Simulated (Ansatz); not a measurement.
## Sn_P (site 2) in SnP2O7 (P-1): charge-transition levels and formation energies

Charge states of Sn_P (site 2) in SnP2O7 (P-1), set against the band edges. Model: a cell of 80 host atoms with 1 P taken out and 1 Sn put in.

Calculated with Ansatz 0.2.0; place-levels on PBEsol runs: charge-transition levels and formation energies with image-charge correction and potential alignment at the atomic sites.

### 1. The structure

The cell holds 80 atoms: 9 Sn, 15 P and 56 O. Cell: a = 13.590 Å, b = 10.078 Å, c = 10.063 Å, α = 119.1°, β = 111.6°, γ = 89.7°. It derives from SnP2O7 (space group P-1). Nearest the centre at fractional (0.639, 0.206, 0.683): Sn11 at 0.00 Å, O43 at 1.51 Å, O75 at 1.53 Å, O47 at 1.53 Å, O39 at 1.60 Å, P15 at 3.00 Å, O33 at 3.17 Å, Sn7 at 3.28 Å.

Screening for the image-charge correction: ε∞ = (2.80, 2.77, 2.75), ε0 = principal values (6.08, 6.10, 6.49), computed on the host (DFPT, PBEsol).

The cell's shortest repeat is 10.1 Å.

### 2. What was run first

A transition level is the Fermi level at which two charge states cost the same, so each charge needs its own total energy, at its own relaxed structure.

Each atom starts 0.05 Å or so off its site in a random direction. Forces are taken at one point at (¼, ¼, ¼). The cell holds 1 electron more than the neutral one, with a uniform background that keeps it neutral on the whole.

The sampling was tested on the host first: at the k-points planned (1x1x1 shifted 0.25 0.25 0.25) its energy lies -0.001 eV an atom from the dense-mesh value, under the bound of 0.02 eV set for this test; that bounds the host's error, not the defect's.

One state's input; the others differ in charge, spin, start and seed, and in occupations where the table says so.

Input file qm1.relax/input.yaml:

```yaml
crystal:
  lattice:
    - [-4.79405596, 9.90479183, 7.97434324]
    - [5.1340544, -3.74162659, 7.82332992]
    - [5.06851155, 3.70418079, -7.86518711]
  atoms:
    - { symbol: Sn, position: [0.47326112, 0.48770827, 0.22837775] }
    - { symbol: Sn, position: [0.47326112, 0.98770827, 0.72837775] }
[... 4 atom lines left out ...]
    - { symbol: Sn, position: [0.52673888, 0.01229173, 0.27162225] }
    - { symbol: Sn, position: [0.52673888, 0.51229173, 0.77162225] }
[... 2 atom lines left out ...]
    - { symbol: Sn, position: [0.6388048, 0.20587547, 0.68276217] }
[... 3 atom lines left out ...]
    - { symbol: P, position: [0.88167676, 0.29539679, 0.86116541] }
[... 11 atom lines left out ...]
    - { symbol: O, position: [0.88244246, 0.32553944, 0.7267185] }
[... 2 atom lines left out ...]
    - { symbol: O, position: [0.36769669, 0.91585499, 0.48953469] }
[... 2 atom lines left out ...]
    - { symbol: O, position: [0.43911721, 0.16736697, 0.36824172] }
[... 1 atom line left out ...]
    - { symbol: O, position: [0.93911721, 0.16736697, 0.86824172] }
[... 3 atom lines left out ...]
    - { symbol: O, position: [0.75897845, 0.23072713, 0.81210737] }
[... 3 atom lines left out ...]
    - { symbol: O, position: [0.56917027, 0.15175757, 0.7422169] }
[... 3 atom lines left out ...]
    - { symbol: O, position: [0.6225848, 0.36178718, 0.69702219] }
[... 3 atom lines left out ...]
    - { symbol: O, position: [0.58003706, 0.05585704, 0.96661837] }
[... 3 atom lines left out ...]
    - { symbol: O, position: [0.91996294, 0.44414296, 0.03338163] }
[... 5 atom lines left out ...]
    - { symbol: O, position: [0.43082973, 0.34824243, 0.7577831] }
    - { symbol: O, position: [0.43082973, 0.84824243, 0.2577831] }
[... 9 atom lines left out ...]
    - { symbol: O, position: [0.56088279, 0.83263303, 0.63175828] }
[... 2 atom lines left out ...]
    - { symbol: O, position: [0.63230331, 0.08414501, 0.51046531] }
    - { symbol: O, position: [0.63230331, 0.58414501, 0.01046531] }
[... 2 atom lines left out ...]
    - { symbol: O, position: [0.61755754, 0.17446056, 0.2732815] }
    - { symbol: O, position: [0.61755754, 0.67446056, 0.7732815] }
  host:
    repeats: [1, 1, 1]
    atoms:
      - { symbol: Sn, position: [0.47326112, 0.48770827, 0.22837775] }
      - { symbol: Sn, position: [0.47326112, 0.98770827, 0.72837775] }
      # ... 78 more atoms of the perfect host
total_charge: -1
basis:
  ecutwfc: 420
  xc_grid: 2
hamiltonian:
  xc: pbesol
kpoints:
  mp_grid: { grid: [1, 1, 1], shift: [0.25, 0.25, 0.25] }
scf:
  occupations: { method: fixed }
  max_iter: 80
output:
  forces: true
  charged_corrections:
    epsilon: [2.8, 2.77, 2.75]
    static_epsilon: [[6.3, 0.2, -0.02], [0.2, 6.28, -0.03], [-0.02, -0.03, 6.1]]
    defect_position: [0.638805, 0.205875, 0.682762]
relax:
  f_tol: 0.02
  max_steps: 80
  random_displacement: { amplitude: 0.05, seed: 8017 }
checkpoint:
  write: "../qm1.relax.run"
  compress: false
  write_wavefunctions: true
  write_every: 100000
```

The run is started by

```console
ansatz run input.yaml --threads 4 --pin off --max-ram 7536MiB --backend cpu --events-out ev --progress --plain --runs-dir out
```

The relaxed structure is kept and the sampling changed to a 2×2×2 shifted mesh.

The run of this state that the levels use, under PBEsol:

Input file qm1.point/input.yaml:

```yaml
crystal:
  checkpoint: "../qm1.relax.run"
  host: checkpoint
total_charge: -1
basis:
  ecutwfc: 420
  xc_grid: 2
hamiltonian:
  xc: pbesol
kpoints:
  mp_grid: { grid: [2, 2, 2], shift: [0.5, 0.5, 0.5] }
scf:
  occupations: { method: fermi_dirac, width: 0.01 }
  max_iter: 80
output:
  forces: true
  eigenvalues: true
  charged_corrections:
    epsilon: [2.8, 2.77, 2.75]
    static_epsilon: [[6.3, 0.2, -0.02], [0.2, 6.28, -0.03], [-0.02, -0.03, 6.1]]
    defect_position: [0.638805, 0.205875, 0.682762]
  eigenstates: { localisation: true }
  populations: true
  band_densities: [{ bands: [v1, v1] }, { bands: [c1, c1] }]
  write_density: true
  write_potential: true
  volumetric_format: npy
  elf: true
checkpoint:
  read: "../qm1.relax.run"
  write: "../qm1.point.run"
  compress: false
  write_wavefunctions: false
  write_every: 100000
```

Relaxations under PBEsol at one point at (¼, ¼, ¼); times on 4 threads of Arm Neoverse V1, shared host:

```
charge  moment (μB)  occupations    outcome  steps  largest displacement against the far atoms (Å)     time
    −1            0        fixed  converged     11                                            0.49  3.4 min
     0            1        fixed  converged     19                                            0.57   15 min
```

Single points under PBEsol at a 2×2×2 shifted mesh; times on 4 threads of Arm Neoverse V1, shared host:

```
charge  moment (μB)  occupations    outcome     time
    −1            0  fermi-dirac  converged  2.7 min
     0            1  fermi-dirac  converged  5.7 min
```

Distances (Å) from Sn11 to the nearest atoms after relaxation with PBEsol:

```
charge  moment (μB)      1.      2.      3.      4.      5.      6.
    −1            0  O 1.90  O 1.91  O 1.92  O 1.99  O 3.03  P 3.13
     0            1  O 1.90  O 1.91  O 1.97  O 2.00  O 2.93  P 3.09
```

### 3. place-levels, PBEsol

A charged cell interacts with its images and the background, and its potential has another zero than the host's. place-levels removes the first by a point-charge model, screened by the static dielectric constant since the ions have relaxed around the charge, and the second by comparing potentials at atoms far from the defect.

The host is a run of the defect-free crystal in the same cutoffs, grids and k-points, so that basis and sampling errors cancel in part in the differences. Its band edges come from a run of the primitive cell that searches the zone for them. Chemical potentials are energies per atom of P (black phosphorus) and Sn (alpha-Sn (diamond)), run with the same functional and cutoff.

Input file levels.point.yaml:

```yaml
host:
  run: host.point.run
  levels_from: { run: edges.point.run }
states: [qm1.point.run, q0_M1.point.run]
geometry_from:
  qm1.point.run: qm1.relax.run
  q0_M1.point.run: q0_M1.relax.run
  host.point.run: host.relax.run
chemical_potentials:
  P:
    energy: -740.035931
    dataset: <sha256 of the dataset>
  Sn:
    energy: -5949.752393
    dataset: "<sha256 of the dataset>"
epsilon: [2.8, 2.77, 2.75]
static_epsilon:
  - [6.3, 0.2, -0.02]
  - [0.2, 6.28, -0.03]
  - [-0.02, -0.03, 6.1]
vertical:
  - { from: qm1.point.run, to: qm1.point_neutral.run }
```

The run is started by

```console
ansatz place-levels levels.point.yaml -- --threads 4 --pin off --max-ram 7536MiB
```

Numbers of over 12 decimals in the logs are rounded to 6 here.

What it wrote:

```text
[... repeated set-up lines and file paths are left out, and long positions are rounded to six places ...]
(0/-1) 0.947 eV above the valence edge, 3.227 eV under the conduction edge
formation energy of charge 0: +6.163 eV with the Fermi level at the valence edge
formation energy of charge -1: +7.110 eV with the Fermi level at the valence edge
vertical -1 to 0: no energy, since no alignment is typed
  the change from vertical[0].from (qm1.point.run) to vertical[0].to (qm1.point_neutral.run): by its potential at epsilon [2.8, 2.77, 2.75] it stands at 0.564 0.189 0.767, with an rms radius of about 3.5 Å (2.3 2.0 1.8 Å across the planes of the cell's [...]
  edges by pbesol of host.levels_from (edges.point.run), its mesh sampled to repeats of 30.61 Å (the valence edge +0.012 eV and the conduction edge -0.190 eV from those of the host's own run), gap 4.173 eV; the host is sampled to repeats of 20.41 Å
  the defect's cells are sampled to repeats of 20.41 Å, like sampling
  charge 0: +0.000 eV for its dipole among its images, +0.041 omitted
  charge -1: -96071.6523 eV with its correction of +0.189 eV, at epsilon [[6.3, 0.2, -0.02], [0.2, 6.28, -0.03], [-0.02, -0.03, 6.1]], aligned at sites: +0.1242 eV, mean over 44 atomic sites at or beyond 5.03 Å from the defect at [0.6388, 0.2059, 0.6828], [...]
  of states[1] (q0_M1.point.run): its displacements don't fall off away from the defect: farther atoms stand 0.06 Å off the host's places. [...]
  of states[0] (qm1.point.run): it parts from the run at its places by a charge that spreads by about 1.8 Å along one vector (1.4 Å or more is wide), by its potential at epsilon [2.8, 2.77, 2.75], taken for that of held ions (one typed too small widens it), [...]
  of vertical[0].from (qm1.point.run): its displacements don't fall off away from the defect: farther atoms stand 0.075 Å off the host's places. [...]
  vertical[0].to (qm1.point_neutral.run): levels filled in part (TS 0.011 eV): its energy is of no whole electron's
  of vertical[0].to (qm1.point_neutral.run): its displacements don't fall off away from the defect: farther atoms stand 0.075 Å off the host's places. [...]
```

Run time: 0.34 s. Hardware: 4 threads of Arm Neoverse V1, shared host.

Levels between the charges placed, in eV above the valence top:

```
        gap (eV)  (0/−1)
PBEsol      4.17    0.95
```

Corrections by state:

```
charge  moment (μB)  image terms and alignment (eV)  band filling (eV)                               ε used  over the lowest of its charge, as the program ranks them, band filling apart (eV)
     0          1.0                           0.000                  -                                    -                                                                              0.000
    −1          0.0                           0.189                  -  principal values (6.08, 6.10, 6.49)                                                                              0.000
```

The charged structures listed were also run neutral, and place-levels reads from each pair, by the potential or the spins, how wide the charge is by which they differ; that can be the carrier of either run.

```
charge  rms radius (Å)  spread where it is widest against the cell (Å)  wide from (Å)  reading
    −1             3.5                                            1.84           1.38     wide
```

The neutral runs of these pairs need not share the spin of the lowest neutral state, and very wide values only mean spread over the cell.

From the program's caveats on the states, each cut to its opening words:

- charge 0 (1 μB): its displacements don't fall off away from the defect: farther atoms stand 0.06 Å off the host's places
- charge −1: it parts from the run at its places by a charge that spreads by about 1.8 Å along one vector (1.4 Å or more is wide), by its potential at epsilon [2.8, 2.77, [...]
- charge −1: the far atoms show a dipole or second moment of the defect's charge, for which the correction takes or leaves out 0.077 eV: further moments aren't read, and [...]
- charge −1: its displacements don't fall off away from the defect: farther atoms stand 0.075 Å off the host's places

Chemical potentials of the elements' reference phases, run alike. Formation energies (elemental references), with the Fermi level at the valence top and at the conduction bottom (gap 4.17 eV):

```
charge  at valence top (eV)  at conduction bottom (eV)  correction included (eV)
     0                 6.16                       6.16                      0.00
    −1                 7.11                       2.94                      0.19
```

```
Fermi level (eV)  lowest formation energy (eV)
            0.00                          6.16
            0.38                          6.16
            0.76                          6.16
            1.14                          5.97
            1.52                          5.59
            1.90                          5.21
            2.28                          4.83
            2.66                          4.45
            3.04                          4.07
            3.41                          3.69
            3.79                          3.32
            4.17                          2.94
```

### 4. The same at the relaxations' own k-points

The relaxations' own energies give the levels at their sampling, for comparison.

Input file levels.relax_mesh.yaml:

```yaml
host:
  run: host.relax.run
  levels_from: { run: edges.relax.run }
states: [qm1.relax.run, q0_M1.relax.run]
chemical_potentials:
  P:
    energy: -740.035931
    dataset: <sha256 of the dataset>
  Sn:
    energy: -5949.752393
    dataset: "<sha256 of the dataset>"
```

The run is started by

```console
ansatz place-levels levels.relax_mesh.yaml -- --threads 4 --pin off --max-ram 7536MiB
```

What it wrote:

```text
(0/-1) 0.947 eV above the valence edge, 3.226 eV under the conduction edge
formation energy of charge 0: +6.162 eV with the Fermi level at the valence edge
formation energy of charge -1: +7.110 eV with the Fermi level at the valence edge
  edges by pbesol of host.levels_from (edges.relax.run), its mesh sampled to repeats of 30.61 Å (the valence edge +0.089 eV and the conduction edge -0.610 eV from those of the host's own run), gap 4.173 eV; the host is sampled to repeats of 16.88 Å
[... the lines on each state left out ...]
```

The job ended after 0.15 s (4 threads).

Levels between neighbouring charges, in eV above the valence top:

```
                        gap (eV)  (0/−1)
one point at (¼, ¼, ¼)      4.17    0.95
  a 2×2×2 shifted mesh      4.17    0.95
```

Going from one point at (¼, ¼, ¼) to a 2×2×2 shifted mesh moves the levels that carry no band-filling term by up to 0.00 eV and formation energies against the elements by up to 0.00 eV.

### 5. Another choice

In this try the input is made faulty on purpose, to show what that does.

A choice is tested by changing it alone.

levels.try0.yaml is levels.point.yaml with these lines changed:

```diff
+defect_position:
+  qm1.point.run: [0.7588, 0.3259, 0.8028]
```

The run is started by

```console
ansatz place-levels levels.try0.yaml -- --threads 4 --pin off --max-ram 7536MiB
```

What it wrote:

```text
(0/-1) 0.902 eV above the valence edge, 3.271 eV under the conduction edge
formation energy of charge 0: +6.163 eV with the Fermi level at the valence edge
formation energy of charge -1: +7.065 eV with the Fermi level at the valence edge
vertical -1 to 0: no energy, since no alignment is typed
[...]
[... the lines on each state left out ...]
```

The change: the charge placed away from the defect.

Levels in eV above the valence top; the changed ones are not the defect's:

```
           gap (eV)  (0/−1)
  changed      4.17    0.90
as set up      4.17    0.95
```

The largest shift is 0.04 eV.

### 6. What came out

```json
{"gap of the host": "4.17 eV (PBEsol)", "level (0/minus 1)": "0.95 eV above the valence top", "lowest of the charges placed, just above the valence top (0.02 eV)": "0", "lowest of the charges placed, just below the conduction bottom (0.02 eV)": "−1", "lowest formation energy at mid-gap of the charges run, elemental references": "5.02 eV"}
```

In words: Of the charges placed (−1 and 0), the lowest changes at 0.95 eV (0/−1) above the valence top, in a gap of 4.17 eV. Charges above 0 and below −1 were not placed, so these runs say nothing of levels that involve them. States placed: 0 at 1 μB; −1 at 0 μB. Other spin states or structures, where not listed, weren't placed. Going from one point at (¼, ¼, ¼) to a 2×2×2 shifted mesh moves the levels that carry no band-filling term by up to 0.00 eV and formation energies against the elements by up to 0.00 eV. Limits: PBEsol makes the gap too small and tends to spread out bound carriers; where a gas molecule sets a chemical potential or the host's formation energy, its binding is uncorrected; spin–orbit coupling, which can matter with heavy atoms, is left out.

[Logs are printed without paths, hosts, clocks, repeated set-up lines and the standing remarks that a program may print on its own settings, such as how far it seeks lower states.]

[Hosts, paths, dates, database ids (printed as entryN), source tags and the programs' standing remarks are cut or masked in the printed files.]

[Where a table of states has a column of steps, it counts the stored structures, which are thinned; the runs took as many ionic steps or more.]

[A defect's name tells the site on which it was built; relaxed atoms can leave that site.]

[For some hosts the program warned that the k-mesh of the response run may be too coarse for force constants and the static dielectric constant; such warnings are not shown here.]
